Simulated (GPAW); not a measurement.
# bithiophene-5,5'-dithiol between two Al chains: a series of junctions

How does transport respond as one structural variable is stepped? The junctions: bithiophene-5,5'-dithiol between two Al chains.

Program: GPAW 26.7.0. Level of theory: GPAW LCAO, PAW setups; Landauer transmission from Green's functions with principal layers (ASE), zero bias. Results are calculated unless marked as measured.

Report form: the programs' logs are mostly left out.

### 1. The starting structure

The cell holds 28 atoms: 12 Al, 4 S, 4 H and 8 C. Its edges and angles: a = 15.120 Å, b = 9.000 Å, c = 39.220 Å, α = 90.0°, β = 90.0°, γ = 90.0°. Regions: left lead, 6 atoms (6 Al); channel, 16 atoms (4 S, 4 H and 8 C); right lead, 6 atoms (6 Al). Vacuum lies along a and b. The structure is stacked along c, and the current runs across the ab planes.

### 2. Junction, box 15.1 × 9 Å, twist 0 degrees

The structure changes from member to member while basis and functional stay, so that the trend is less open to errors of the level than any single value.

Input file run.py:

```python
import json
import numpy as np
from ase import Atoms
from ase.transport.calculators import TransportCalculator
from gpaw import GPAW, FermiDirac
from gpaw.lcao.tools import get_lcao_hamiltonian
from scipy.linalg import eigh

# The junction with lead layers at both ends, along the third cell vector
device = Atoms(
    ['Al', 'Al', 'Al', 'Al', 'Al', 'Al', 'S', 'H', 'C', 'C', 'C', 'H', 'S', 'C', 'C', 'H', 'C', 'S', 'C', 'C', 'H', 'S', 'Al', 'Al', 'Al', 'Al', 'Al', 'Al'],
    positions=[
        [7.56021, 4.50000, 1.20000],
        [7.56021, 4.50000, 3.60000],
        [7.56021, 4.50000, 6.00000],
        [7.56021, 4.50000, 8.40000],
        [7.56021, 4.50000, 10.80000],
        [7.56021, 4.50000, 13.20000],
        [7.04868, 4.49999, 15.33970],
        [10.10759, 4.49999, 15.55595],
        [9.59075, 4.49999, 16.50766],
        [8.22246, 4.49999, 16.64229],
        [10.25230, 4.49999, 17.77334],
        [11.33082, 4.49999, 17.87665],
        [7.74853, 4.49999, 18.27854],
        [9.37418, 4.49999, 18.84517],
        [9.68715, 4.50000, 20.26183],
        [11.87042, 4.49999, 20.31546],
        [10.93564, 4.49999, 20.86348],
        [8.45131, 4.50000, 21.46165],
        [10.86919, 4.50000, 22.28955],
        [9.57217, 4.50000, 22.74269],
        [11.73529, 4.50000, 22.94048],
        [9.07077, 4.50000, 24.42068],
        [7.56021, 4.50000, 26.02012],
        [7.56021, 4.50000, 28.42012],
        [7.56021, 4.50000, 30.82012],
        [7.56021, 4.50000, 33.22012],
        [7.56021, 4.50000, 35.62012],
        [7.56021, 4.50000, 38.02012]],
    cell=[[15.12042, 0.0, 0.0], [0.0, 9.0, 0.0], [0.0, 0.0, 39.22012]],
    pbc=True)

# One principal layer of the lead: the first 4 atoms of the device
lead = Atoms(
    ['Al', 'Al', 'Al', 'Al'],
    positions=[
        [7.56021, 4.50000, 1.20000],
        [7.56021, 4.50000, 3.60000],
        [7.56021, 4.50000, 6.00000],
        [7.56021, 4.50000, 8.40000]],
    cell=[[15.12042, 0.0, 0.0], [0.0, 9.0, 0.0], [0.0, 0.0, 9.6]],
    pbc=True)

settings = dict(mode='lcao', basis='dzp', xc='PBE', h=0.2,
                occupations=FermiDirac(0.1), maxiter=250,
                mixer=dict(beta=0.1, nmaxold=8, weight=100.0),
                convergence=dict(density=0.0001))
energies = np.arange(-2, 2 + 1e-9, 0.05)
eta = 0.0001
n1, n2 = 1, 1
# k and -k transmit alike, so half of the mesh across the current serves
mesh = [(i, j) for i in range(n1) for j in range(n2) if (i, j) <= (-i % n1, -j % n2)]
weights = np.array([1 if (i, j) == (-i % n1, -j % n2) else 2 for i, j in mesh]) / (n1 * n2)

# [... helper functions left out ...]
fermi_lead = ground_state(lead, (1, 1, 12), 'lead.txt')
fermi_device = ground_state(device, (1, 1, 2), 'device.txt')
# [... loop over the mesh left out, but for ...]
        # Shift the lead onto the potential of the device's first layer
        shift = ((H[:, 0, 0] - H0[:, 0, 0]) / S0[0, 0]).real.mean()
# [...]
kT = 8.617333e-5 * 77
bias = [0.1, 0.2, 0.5, 1.0, 1.5, 2.0]
# [... integrals and printing left out ...]
```

Launch:

```
OMP_NUM_THREADS=1 OPENBLAS_NUM_THREADS=1 python run.py
```

Wall time 2.1 min (1 thread of Intel Xeon 6975P-C (Granite Rapids), shared host); peak memory 1.9 GiB.

Numbers from this step:

| Quantity | Value |
| --- | --- |
| conductance | 0.05274 G₀ |
| largest coupling past the next principal layer | 9.93e-16 eV |
| largest misfit of the first principal layer | 0.05079 eV |
| shift that aligns the lead | -0.003892 eV |
| basis functions of the junction | 332 |
| basis functions of a principal layer | 52 |
| transmission at the Fermi level (one spin) | 0.05291 |
| open channels of the lead at the Fermi level (one spin) | 2 |

One spin. Transmission, zone mean against energy, zero at the Fermi level:

energy (eV), transmission, zone mean and a bar:
```
    -2.00      0.000 
    -1.85      0.000 
    -1.70      0.000 
    -1.60      0.000 
    -1.45      0.000 
    -1.30      0.000 
    -1.15      0.000 
    -1.05      0.000 
    -0.90      0.000 
    -0.75      0.000 
    -0.60      0.000 
    -0.50      0.000 
    -0.35      0.023 #
    -0.20      0.040 #
    -0.05      0.052 ##
     0.00      0.053 ##
     0.05      0.052 ##
     0.20      0.043 #
     0.35      0.035 #
     0.50      0.032 #
     0.60      0.033 #
     0.75      0.036 #
     0.90      0.045 #
     1.05      0.062 ##
     1.15      0.082 ###
     1.30      0.139 ####
     1.45      0.286 #########
     1.60      0.688 ######################
     1.70      0.948 ##############################
     1.85      0.579 ##################
     2.00      0.287 #########
```

Crossings of the lead's bands, unfolded to its shortest repeat. The open channels, zone mean by energy, zero at the Fermi level:

| energy (eV) | open channels, zone mean |
| --- | --- |
| -2.00 | 1 |
| -1.90 | 1 |
| -1.80 | 1 |
| -1.70 | 1 |
| -1.55 | 1 |
| -1.45 | 1 |
| -1.35 | 1 |
| -1.25 | 0 |
| -1.15 | 0 |
| -1.05 | 0 |
| -0.90 | 0 |
| -0.80 | 0 |
| -0.70 | 0 |
| -0.60 | 0 |
| -0.50 | 0 |
| -0.40 | 2 |
| -0.25 | 2 |
| -0.15 | 2 |
| -0.05 | 2 |
| 0.00 | 2 |
| 0.05 | 2 |
| 0.15 | 2 |
| 0.25 | 2 |
| 0.40 | 2 |
| 0.50 | 2 |
| 0.60 | 2 |
| 0.70 | 2 |
| 0.80 | 2 |
| 0.90 | 2 |
| 1.05 | 3 |
| 1.15 | 3 |
| 1.25 | 3 |
| 1.35 | 3 |
| 1.45 | 3 |
| 1.55 | 3 |
| 1.70 | 3 |
| 1.80 | 3 |
| 1.90 | 3 |
| 2.00 | 3 |

Not self-consistent under bias; the bias window is split evenly. Current through one cell, from the zero-bias transmission against bias:

| bias (V) | current through one cell, from the zero-bias transmission (μA) |
| --- | --- |
| 0.100 | 0.406 |
| 0.200 | 0.798 |
| 0.500 | 1.81 |
| 1.000 | 2.74 |
| 1.500 | 3.39 |
| 2.000 | 4.25 |

Transmission of the three most open eigenchannels against energy, zero at the Fermi level:

| energy (eV) | channel 1 | channel 2 | channel 3 |
| --- | --- | --- | --- |
| -2.00 | 5.8e-7 | 0 | 0 |
| -1.85 | 2.3e-7 | 0 | 0 |
| -1.70 | 8.7e-8 | 0 | 0 |
| -1.60 | 4.3e-8 | 0 | 0 |
| -1.45 | 1.3e-8 | 0 | 0 |
| -1.30 | 0 | 0 | 0 |
| -1.15 | 0 | 0 | 0 |
| -1.05 | 0 | 0 | 0 |
| -0.90 | 0 | 0 | 0 |
| -0.75 | 0 | 0 | 0 |
| -0.60 | 0 | 0 | 0 |
| -0.50 | 0 | 0 | 0 |
| -0.35 | 0.0234 | 1.9e-5 | 0 |
| -0.20 | 0.0397 | 3.7e-5 | 0 |
| -0.05 | 0.0522 | 5.5e-5 | 0 |
| 0.00 | 0.0529 | 5.6e-5 | 0 |
| 0.05 | 0.0516 | 5.6e-5 | 0 |
| 0.20 | 0.0428 | 5.0e-5 | 0 |
| 0.35 | 0.0353 | 1.8e-5 | 0 |
| 0.50 | 0.0323 | 5.1e-7 | 1.7e-12 |
| 0.60 | 0.0326 | 1.3e-6 | 0 |
| 0.75 | 0.0363 | 2.2e-4 | 0 |
| 0.90 | 0.0447 | 4.3e-5 | 0 |
| 1.05 | 0.0612 | 9.8e-4 | 7.3e-8 |
| 1.15 | 0.0805 | 0.00110 | 3.8e-7 |
| 1.30 | 0.137 | 0.00127 | 1.6e-6 |
| 1.45 | 0.285 | 0.00150 | 4.0e-6 |
| 1.60 | 0.686 | 0.00182 | 8.6e-6 |
| 1.70 | 0.946 | 0.00211 | 1.3e-5 |
| 1.85 | 0.577 | 0.00272 | 2.4e-5 |
| 2.00 | 0.284 | 0.00368 | 4.1e-5 |

Couplings past the next layer reach 9.9e-16 eV, small enough to drop; the matrix elements of the cell's first layer differ from the bulk lead's by up to 0.051 eV. That layer keeps its own values in the calculation, and only beyond it is the lead taken as perfect. The Fermi levels of lead and junction count from different zeros of potential, one for each periodic cell; with both set to zero, the small remaining shift is what aligns them. By hand: G = 0.05274 × 77.48 μS = 4.09 μS, a resistance of 245 kΩ; at 0.1 V a linear junction would pass 0.409 μA, and the integral over the bias window gives 0.406 μA.

### 3. Junction, box 15.1 × 9 Å: twist = 15

The cell differs from the one that the last finished run ended in (a 15.120 → 15.074 Å).

Input file run.py:

```python
import json
import numpy as np
from ase import Atoms
from ase.transport.calculators import TransportCalculator
from gpaw import GPAW, FermiDirac
from gpaw.lcao.tools import get_lcao_hamiltonian
from scipy.linalg import eigh

# The junction with lead layers at both ends, along the third cell vector
device = Atoms(
    ['Al', 'Al', 'Al', 'Al', 'Al', 'Al', 'S', 'H', 'C', 'C', 'C', 'H', 'S', 'C', 'C', 'H', 'C', 'S', 'C', 'C', 'H', 'S', 'Al', 'Al', 'Al', 'Al', 'Al', 'Al'],
    positions=[
        [7.53682, 4.50000, 1.20000],
        [7.53682, 4.50000, 3.60000],
        [7.53682, 4.50000, 6.00000],
        [7.53682, 4.50000, 8.40000],
        [7.53682, 4.50000, 10.80000],
        [7.53682, 4.50000, 13.20000],
        [7.03450, 4.69893, 15.33263],
        [10.05284, 4.21708, 15.57981],
        [9.54526, 4.37545, 16.52329],
        [8.19568, 4.60901, 16.64338],
        [10.20100, 4.36616, 17.79196],
        [11.26528, 4.19838, 17.90609],
        [7.73209, 4.81369, 18.26975],
        [9.33728, 4.59279, 18.85146],
        [9.64949, 4.65208, 20.26704],
        [11.82364, 4.85278, 20.31549],
        [10.89298, 4.77922, 20.86560],
        [8.41929, 4.56513, 21.46951],
        [10.82736, 4.80405, 22.29149],
        [9.53596, 4.69532, 22.74759],
        [11.69009, 4.89730, 22.94022],
        [9.03730, 4.68585, 24.42638],
        [7.53682, 4.50000, 26.02451],
        [7.53682, 4.50000, 28.42451],
        [7.53682, 4.50000, 30.82451],
        [7.53682, 4.50000, 33.22451],
        [7.53682, 4.50000, 35.62451],
        [7.53682, 4.50000, 38.02451]],
    cell=[[15.07364, 0.0, 0.0], [0.0, 9.0, 0.0], [0.0, 0.0, 39.22451]],
    pbc=True)

# One principal layer of the lead: the first 4 atoms of the device
lead = Atoms(
    ['Al', 'Al', 'Al', 'Al'],
    positions=[
        [7.53682, 4.50000, 1.20000],
        [7.53682, 4.50000, 3.60000],
        [7.53682, 4.50000, 6.00000],
        [7.53682, 4.50000, 8.40000]],
    cell=[[15.07364, 0.0, 0.0], [0.0, 9.0, 0.0], [0.0, 0.0, 9.6]],
    pbc=True)

settings = dict(mode='lcao', basis='dzp', xc='PBE', h=0.2,
                occupations=FermiDirac(0.1), maxiter=250,
                mixer=dict(beta=0.1, nmaxold=8, weight=100.0),
                convergence=dict(density=0.0001))
energies = np.arange(-2, 2 + 1e-9, 0.05)
eta = 0.0001
n1, n2 = 1, 1
# k and -k transmit alike, so half of the mesh across the current serves
mesh = [(i, j) for i in range(n1) for j in range(n2) if (i, j) <= (-i % n1, -j % n2)]
weights = np.array([1 if (i, j) == (-i % n1, -j % n2) else 2 for i, j in mesh]) / (n1 * n2)

# [... helper functions left out ...]
fermi_lead = ground_state(lead, (1, 1, 12), 'lead.txt')
fermi_device = ground_state(device, (1, 1, 2), 'device.txt')
# [... loop over the mesh left out, but for ...]
        # Shift the lead onto the potential of the device's first layer
        shift = ((H[:, 0, 0] - H0[:, 0, 0]) / S0[0, 0]).real.mean()
# [...]
kT = 8.617333e-5 * 77
bias = [0.1, 0.2, 0.5, 1.0, 1.5, 2.0]
# [... integrals and printing left out ...]
```

Elapsed: 1.9 min, on 1 thread; peak memory 1.9 GiB.

Numbers from this step:

```yaml
conductance: 0.04957 G₀
largest_coupling_past_the_next_principal_layer: 1.20e-15 eV
largest_misfit_of_the_first_principal_layer: 0.05019 eV
shift_that_aligns_the_lead: -0.003640 eV
transmission_at_the_fermi_level_one_spin: 0.04973
```

One spin. Transmission, zone mean against energy, zero at the Fermi level:

| energy (eV) | transmission, zone mean |
| --- | --- |
| -2.00 | 5.0e-7 |
| -1.90 | 8.7e-8 |
| -1.80 | 2.0e-8 |
| -1.70 | 3.5e-9 |
| -1.55 | 5.5e-10 |
| -1.45 | 4.6e-9 |
| -1.35 | 7.3e-9 |
| -1.25 | 0 |
| -1.15 | 0 |
| -1.05 | 0 |
| -0.90 | 0 |
| -0.80 | 0 |
| -0.70 | 0 |
| -0.60 | 0 |
| -0.50 | 0 |
| -0.40 | 0.00124 |
| -0.25 | 0.0320 |
| -0.15 | 0.0424 |
| -0.05 | 0.0491 |
| 0.00 | 0.0497 |
| 0.05 | 0.0486 |
| 0.15 | 0.0434 |
| 0.25 | 0.0377 |
| 0.40 | 0.0322 |
| 0.50 | 0.0310 |
| 0.60 | 0.0319 |
| 0.70 | 0.0363 |
| 0.80 | 0.0229 |
| 0.90 | 0.0378 |
| 1.05 | 0.0544 |
| 1.15 | 0.0710 |
| 1.25 | 0.0980 |
| 1.35 | 0.146 |
| 1.45 | 0.237 |
| 1.55 | 0.423 |
| 1.70 | 0.909 |
| 1.75 | 0.942 |
| 1.80 | 0.838 |
| 1.90 | 0.530 |
| 2.00 | 0.334 |

Crossings of the lead's bands, unfolded to its shortest repeat. The open channels, zone mean by energy, zero at the Fermi level:

energy (eV), open channels, zone mean and a bar:
```
    -2.00       1.00 ##########
    -1.90       1.00 ##########
    -1.80       1.00 ##########
    -1.70       1.00 ##########
    -1.55       1.00 ##########
    -1.45       1.00 ##########
    -1.35       1.00 ##########
    -1.25       0.00 
    -1.15       0.00 
    -1.05       0.00 
    -0.90       0.00 
    -0.80       0.00 
    -0.70       0.00 
    -0.60       0.00 
    -0.50       0.00 
    -0.40       2.00 ####################
    -0.25       2.00 ####################
    -0.15       2.00 ####################
    -0.05       2.00 ####################
     0.00       2.00 ####################
     0.05       2.00 ####################
     0.15       2.00 ####################
     0.25       2.00 ####################
     0.40       2.00 ####################
     0.50       2.00 ####################
     0.60       2.00 ####################
     0.70       2.00 ####################
     0.80       2.00 ####################
     0.90       2.00 ####################
     1.05       3.00 ##############################
     1.15       3.00 ##############################
     1.25       3.00 ##############################
     1.35       3.00 ##############################
     1.45       3.00 ##############################
     1.55       3.00 ##############################
     1.70       3.00 ##############################
     1.80       3.00 ##############################
     1.90       3.00 ##############################
     2.00       3.00 ##############################
```

Not self-consistent under bias; the bias window is split evenly. The current through one cell, from the zero-bias transmission by bias:

| bias (V) | current through one cell, from the zero-bias transmission (μA) |
| --- | --- |
| 0.100 | 0.382 |
| 0.200 | 0.750 |
| 0.500 | 1.70 |
| 1.000 | 2.58 |
| 1.500 | 3.24 |
| 2.000 | 3.95 |

Transmission of the three most open eigenchannels against energy, zero at the Fermi level:

| energy (eV) | channel 1 | channel 2 | channel 3 |
| --- | --- | --- | --- |
| -2.00 | 5.0e-7 | 0 | 0 |
| -1.85 | 4.1e-8 | 0 | 0 |
| -1.70 | 3.5e-9 | 0 | 0 |
| -1.60 | 3.0e-12 | 0 | 0 |
| -1.45 | 4.6e-9 | 0 | 0 |
| -1.30 | 0 | 0 | 0 |
| -1.15 | 0 | 0 | 0 |
| -1.05 | 0 | 0 | 0 |
| -0.90 | 0 | 0 | 0 |
| -0.75 | 0 | 0 | 0 |
| -0.60 | 0 | 0 | 0 |
| -0.50 | 0 | 0 | 0 |
| -0.35 | 0.0218 | 2.0e-5 | 0 |
| -0.20 | 0.0372 | 4.0e-5 | 0 |
| -0.05 | 0.0491 | 6.1e-5 | 0 |
| 0.00 | 0.0497 | 6.3e-5 | 0 |
| 0.05 | 0.0486 | 6.3e-5 | 0 |
| 0.20 | 0.0404 | 5.4e-5 | 0 |
| 0.35 | 0.0335 | 1.6e-5 | 0 |
| 0.50 | 0.0310 | 1.3e-8 | 7.2e-11 |
| 0.60 | 0.0319 | 5.4e-6 | 0 |
| 0.75 | 0.0461 | 3.0e-4 | 0 |
| 0.90 | 0.0377 | 4.2e-5 | 0 |
| 1.05 | 0.0536 | 8.8e-4 | 5.5e-8 |
| 1.15 | 0.0700 | 9.7e-4 | 3.4e-7 |
| 1.30 | 0.117 | 0.00110 | 1.5e-6 |
| 1.45 | 0.236 | 0.00127 | 4.1e-6 |
| 1.60 | 0.572 | 0.00151 | 9.0e-6 |
| 1.70 | 0.907 | 0.00172 | 1.4e-5 |
| 1.85 | 0.676 | 0.00216 | 2.6e-5 |
| 2.00 | 0.331 | 0.00284 | 4.5e-5 |

The conductance, 0.0496 G₀, lies 6.0 % below that of the member before.

### 4. Junction, box 14.9 × 9 Å: twist = 30

The cell differs from the one that the last finished run ended in (a 15.074 → 14.945 Å; other edges change by under 0.2 %).

Input file run.py:

```python
import json
import numpy as np
from ase import Atoms
from ase.transport.calculators import TransportCalculator
from gpaw import GPAW, FermiDirac
from gpaw.lcao.tools import get_lcao_hamiltonian
from scipy.linalg import eigh

# The junction with lead layers at both ends, along the third cell vector
device = Atoms(
    ['Al', 'Al', 'Al', 'Al', 'Al', 'Al', 'S', 'H', 'C', 'C', 'C', 'H', 'S', 'C', 'C', 'H', 'C', 'S', 'C', 'C', 'H', 'S', 'Al', 'Al', 'Al', 'Al', 'Al', 'Al'],
    positions=[
        [7.47238, 4.50000, 1.20000],
        [7.47238, 4.50000, 3.60000],
        [7.47238, 4.50000, 6.00000],
        [7.47238, 4.50000, 8.40000],
        [7.47238, 4.50000, 10.80000],
        [7.47238, 4.50000, 13.20000],
        [7.00053, 4.89543, 15.31211],
        [9.89155, 3.92991, 15.64893],
        [9.41371, 4.24423, 16.56859],
        [8.12301, 4.71151, 16.64654],
        [10.05207, 4.22190, 17.84592],
        [11.07168, 3.88561, 17.99142],
        [7.69306, 5.11655, 18.24435],
        [9.23435, 4.67254, 18.86972],
        [9.54515, 4.78709, 20.28222],
        [11.69475, 5.17133, 20.31561],
        [10.77546, 5.03092, 20.87178],
        [8.33068, 4.62152, 21.49240],
        [10.71272, 5.07949, 22.29720],
        [9.43663, 4.87170, 22.76192],
        [11.56666, 5.25850, 22.93954],
        [8.94614, 4.85481, 24.44306],
        [7.47238, 4.50000, 26.03747],
        [7.47238, 4.50000, 28.43747],
        [7.47238, 4.50000, 30.83747],
        [7.47238, 4.50000, 33.23747],
        [7.47238, 4.50000, 35.63747],
        [7.47238, 4.50000, 38.03747]],
    cell=[[14.94475, 0.0, 0.0], [0.0, 9.0, 0.0], [0.0, 0.0, 39.23747]],
    pbc=True)

# One principal layer of the lead: the first 4 atoms of the device
lead = Atoms(
    ['Al', 'Al', 'Al', 'Al'],
    positions=[
        [7.47238, 4.50000, 1.20000],
        [7.47238, 4.50000, 3.60000],
        [7.47238, 4.50000, 6.00000],
        [7.47238, 4.50000, 8.40000]],
    cell=[[14.94475, 0.0, 0.0], [0.0, 9.0, 0.0], [0.0, 0.0, 9.6]],
    pbc=True)

settings = dict(mode='lcao', basis='dzp', xc='PBE', h=0.2,
                occupations=FermiDirac(0.1), maxiter=250,
                mixer=dict(beta=0.1, nmaxold=8, weight=100.0),
                convergence=dict(density=0.0001))
energies = np.arange(-2, 2 + 1e-9, 0.05)
eta = 0.0001
n1, n2 = 1, 1
# k and -k transmit alike, so half of the mesh across the current serves
mesh = [(i, j) for i in range(n1) for j in range(n2) if (i, j) <= (-i % n1, -j % n2)]
weights = np.array([1 if (i, j) == (-i % n1, -j % n2) else 2 for i, j in mesh]) / (n1 * n2)

# [... helper functions left out ...]
fermi_lead = ground_state(lead, (1, 1, 12), 'lead.txt')
fermi_device = ground_state(device, (1, 1, 2), 'device.txt')
# [... loop over the mesh left out, but for ...]
        # Shift the lead onto the potential of the device's first layer
        shift = ((H[:, 0, 0] - H0[:, 0, 0]) / S0[0, 0]).real.mean()
# [...]
kT = 8.617333e-5 * 77
bias = [0.1, 0.2, 0.5, 1.0, 1.5, 2.0]
# [... integrals and printing left out ...]
```

Run time: 2.1 min. Hardware: 1 thread; peak memory 1.9 GiB.

The conductance, 0.0412 G₀, lies 17 % below that of the member before.

(Continued in part 2 of 3.)

[Logs are printed without paths, hosts, clocks, repeated set-up lines and the standing remarks that a program may print on its own settings, such as how far it seeks lower states.]

[Hosts, paths, dates, database ids (printed as entryN), source tags and the programs' standing remarks are cut or masked in the printed files.]
